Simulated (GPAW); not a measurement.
# Quasiparticle gap of VBiO4 (Dreyerite) in GPAW, part 2 of 2

Wanted: ground state, empty states, screening and self-energy for VBiO4 (Dreyerite).

GPAW 26.7.0; LDA and many-body steps on it, plane waves. Known limits of the many-body steps: not at the basis limit; no spin polarisation; no spin-orbit coupling.

So far. Step 3 (Bands along the symmetry lines): The gap is 2.700 eV, +0.004 eV from the run before at this level. Step 4 (Empty states on the mesh, 4×4×4 mesh, 150 bands): On this mesh the gap is 2.841 eV. The earlier step found 2.696 eV, so this mesh misses an edge.

### 5. Screening and self-energy, 4×4×4 mesh, 140 bands, screening to 50 eV

G0W0 replaces the xc potential by the self-energy, built once from these orbitals. Only a window of levels is corrected, while the sums run over the empty bands that the input names.

This step: G0W0 on LDA, plane waves, PAW.

run.py

```python
import json
import numpy as np
from gpaw.mpi import world
from gpaw.response.g0w0 import G0W0

gw = G0W0('full.gpw',
    filename='gw',
    kpts=[0, 7],
    bands=(50, 54),
    ecut=50,
    nbands=140,
    integrate_gamma='WS',
    ppa=True)
gw.calculate()
res = {mode: {k: v for k, v in r.items() if k != 'sigma_eskwn'}
       for mode, r in gw.all_results.items()}

if world.rank == 0:
    with open('result.json', 'w') as f:
        json.dump(res, f, default=lambda x: x.tolist())
```

Launch:

```console
$ mpirun -n 4 gpaw python run.py
```

Numbers of over 12 decimals in the logs are rounded to 6 here.

The program printed:

```text
Using integrator: PointIntegrator
FrequencyGridDescriptor(from 0.000+0.000j to 0.000+27.211j eV, 2 points)
Nonperiodic BCs:  [False False False]
Using integrator: PointIntegrator
FrequencyGridDescriptor(from 0.000+0.000j to 0.000+27.211j eV, 2 points)
Nonperiodic BCs:  [False False False]
  ___  _ _ _
 |   || | | |
 | | || | | |
 |__ ||_____|
 |___|

BZ k-points: Symmetries present (total): 8

  [... matrices ...]
64 k-points: 4 x 4 x 4 Monkhorst-Pack grid + [1/8,1/8,1/8]
13 k-points in the irreducible part of the Brillouin zone
       k-points in crystal coordinates                weights
   0:     0.00000000    0.00000000    0.00000000          1/64
   1:     0.25000000   -0.25000000    0.00000000          4/64
   2:     0.25000000   -0.25000000    0.25000000          4/64
   3:     0.25000000    0.00000000    0.00000000          8/64
   4:     0.25000000    0.25000000   -0.25000000          2/64
   5:     0.25000000    0.25000000    0.25000000          2/64
   6:     0.50000000    0.00000000    0.25000000          8/64
   7:     0.50000000    0.00000000    0.50000000          4/64
   8:     0.50000000    0.25000000    0.25000000         16/64
   9:     0.50000000    0.25000000    0.50000000          8/64
          ...
  12:     0.50000000    0.50000000    0.50000000          1/64

Distributing spins, k-points and bands (1 x 2 x 4) over 4 processes
Number of blocks: 1

Quasi particle states:
k-points (IBZ indices): [0, 7]
Band range: (50, 54)
  [... matrices ...]
Computational parameters:
Plane wave cut-off: 50 eV
Number of bands: 140
Coulomb cutoff: None
Broadening: 0.1 eV

fxc modes: GW
Kernel: RPA
Using Godby-Needs plasmon-pole approximation:
  Fitting energy: i*E0, E0 = 1.000 Hartree
Summing all q:

Calculating screened Coulomb potential
No Coulomb truncation
FrequencyGridDescriptor(from 0.000+0.000j to 0.000+27.211j eV, 2 points)
Removing empty qpoint cache files...

Calculating chi0 body with:
    Ground state adapter containing:
    Number of spins: 1
    Number of kpoints: 64
    Number of irreducible kpoints: 13
    Number of completely occupied states: 52
    Number of partially occupied states: 52
    Occupied states memory: 34.019470 M / cpu

    Linear response parametrization:
    q_c: [0.0, 0.0, 0.0]
    Number of frequency points: 2
    Planewave cutoff: 50.0
    Number of bands: 140
    Number of planewaves: 139
    Broadening (eta): 1e-06
    comm.size: 4
    kncomm.size: 4
    blockcomm.size: 1

    Memory estimate of potentially large arrays:
        chi0_wGG: 0.589630 M / cpu
Integrating chi0 body.

Symmetries of q_c:
    Direct symmetries (Uq -> q): 8
    Indirect symmetries (TUq -> q): 8
In total 16 allowed symmetries.

  [... matrices ...]
13 groups of equivalent kpoints. 79.6875% reduction.

Integral kind: response function
Integrating chi0 head and wings.

Symmetries of q_c:
    Direct symmetries (Uq -> q): 8
    Indirect symmetries (TUq -> q): 8
In total 16 allowed symmetries.

  [... matrices ...]
13 groups of equivalent kpoints. 79.6875% reduction.

Integral kind: response function wings

Calculating chi0 body with:
    Ground state adapter containing:
    Number of spins: 1
    Number of kpoints: 64
    Number of irreducible kpoints: 13
    Number of completely occupied states: 52
    Number of partially occupied states: 52
    Occupied states memory: 34.019470 M / cpu

[... the further q-points ...]

Results:
f:      Occupation numbers
eps:     KS-eigenvalues [eV]
vxc:     KS vxc [eV]
exx:     Exact exchange [eV]
sigma:   Self-energies [eV]
dsigma:  Self-energy derivatives
Z:       Renormalization factors
qp:      QP-energies [eV]

k-point 0 (0): (0.000, 0.000, 0.000)                GW
band       f     eps     vxc     exx   sigma  dsigma       Z      qp
                                                                   GW
  50   1.000   2.328 -20.709 -25.361   4.941  -0.327   0.754   2.545
  51   1.000   2.556 -20.542 -25.467   5.092  -0.331   0.751   2.681
  52   0.000   6.060 -23.893 -15.939  -4.636  -0.328   0.753   8.558
  53   0.000   6.545 -21.190 -14.201  -4.135  -0.284   0.779   8.769

k-point 1 (7): (0.500, 0.000, 0.500)                GW
band       f     eps     vxc     exx   sigma  dsigma       Z      qp
                                                                   GW
  50   1.000   2.415 -20.356 -25.316   5.097  -0.331   0.751   2.517
  51   1.000   2.707 -21.179 -24.522   3.966  -0.297   0.771   3.186
  52   0.000   5.548 -22.869 -15.303  -4.379  -0.298   0.770   8.003
  53   0.000   6.053 -22.605 -15.177  -4.307  -0.302   0.768   8.451
```

Wall time 5.6 min (4 MPI ranks of Arm Neoverse V2, shared host); peak memory 4.3 GiB.

Numbers from this step:

| Property | Result |
| --- | --- |
| G0W0 gap on the points computed | 4.817 eV |
| least direct G0W0 gap on the computed points | 4.817 eV |
| Z at the valence top | 0.7709 |
| Z at the conduction bottom | 0.7703 |
| starting gap on the mesh | 2.841 eV |
| k of the valence top | 0.5, 0, 0.5 |
| k of the conduction bottom | 0.5, 0, 0.5 |

The gap on the mesh goes from 2.84 eV to 4.82 eV, a correction of +1.98 eV. The start differs from the 2.70 eV found before because the two sample other k points.

Limits: finite bands, cutoff and mesh; no spin polarisation; no spin-orbit coupling. v1 is the top filled band, c1 the lowest empty one. Levels before and after the correction, in eV, zero at the valence-band top of each column:

```csv
,conduction bottom,valence top
Kohn-Sham,2.84,0.00
G0W0,4.82,0.00
```

```
                    level  energy (eV)
Kohn-Sham  (0.5 0 0.5) v2       -0.292
Kohn-Sham  (0.5 0 0.5) v1        0.000
Kohn-Sham  (0.5 0 0.5) c1        2.841
Kohn-Sham  (0.5 0 0.5) c2        3.347
     G0W0  (0.5 0 0.5) v2       -0.669
     G0W0  (0.5 0 0.5) v1        0.000
     G0W0  (0.5 0 0.5) c1        4.817
     G0W0  (0.5 0 0.5) c2        5.264
```

### 6. Where the time went

Times are wall times on 4 MPI ranks of Arm Neoverse V2, shared host, good to a factor of about two.

| step | time | share | memory (GiB) |
| --- | --- | --- | --- |
| ground state | 2.1 min | 17 % | 1.3 |
| bands along the symmetry lines | 2.8 min | 22 % | 1.7 |
| empty states on the mesh | 2 min | 16 % | 1.5 |
| screening and self-energy | 5.6 min | 45 % | 4.3 |

### 7. Outcome

| Item | Value |
| --- | --- |
| LDA gap | 2.70 eV, direct |
| G0W0 gap on the mesh | 4.82 eV |
| G0W0 gap over the zone (rigid shift) | 4.67 eV |
| GW settings | 4×4×4 mesh, 140 bands, screening to 50 eV, Godby-Needs plasmon pole |
| known limits | not at the basis limit; no spin polarisation; no spin-orbit coupling |

In words: G0W0 moves the gap on the mesh from 2.84 eV to 4.82 eV (+1.98 eV), with Z of 0.77 and 0.77 at the edges. The mesh misses the band edges by 0.15 eV in all; a rigid shift gives 4.67 eV for the zone. Only 2 of the mesh's irreducible points were corrected, so a valley elsewhere could overtake. The dearest step here is «screening and self-energy». Bands and cutoff are finite, so the gap is not at the basis limit. The miss can reach some tenths of an eV and take either sign; the mesh is an error of its own. These stock PAW sets were not made for GW. In the G0W0 run levels were corrected at 2 k points alone, so a gap called «on the mesh» is the least over those, and an edge elsewhere would be missed. A denser mesh or path gives a starting gap of 2.70 eV: the GW mesh misses a band edge, so its gaps are not the fundamental one. Where an edge is built on 6p states of lead, bismuth or thallium, scalar-relativistic gaps usually stand too wide, by a few tenths to over one eV. The runs have no spin polarisation. For a closed low-spin shell that is the natural state; where a d or f shell is open it is a constraint, and the gap is then not the crystal's own. The many-body steps are scalar-relativistic: spin-orbit coupling is not in them.

[Paths, hosts, dates, memory and timing lines, banners, echoed tables and standing remarks are left out of the program output.]

[Logs are printed without paths, hosts, clocks, repeated set-up lines and the standing remarks that a program may print on its own settings, such as how far it seeks lower states.]

[Runs of the session that timed out or met a known fault of the program may be left out.]

[Hosts, paths, dates, database ids (printed as entryN), source tags and the programs' standing remarks are cut or masked in the printed files.]
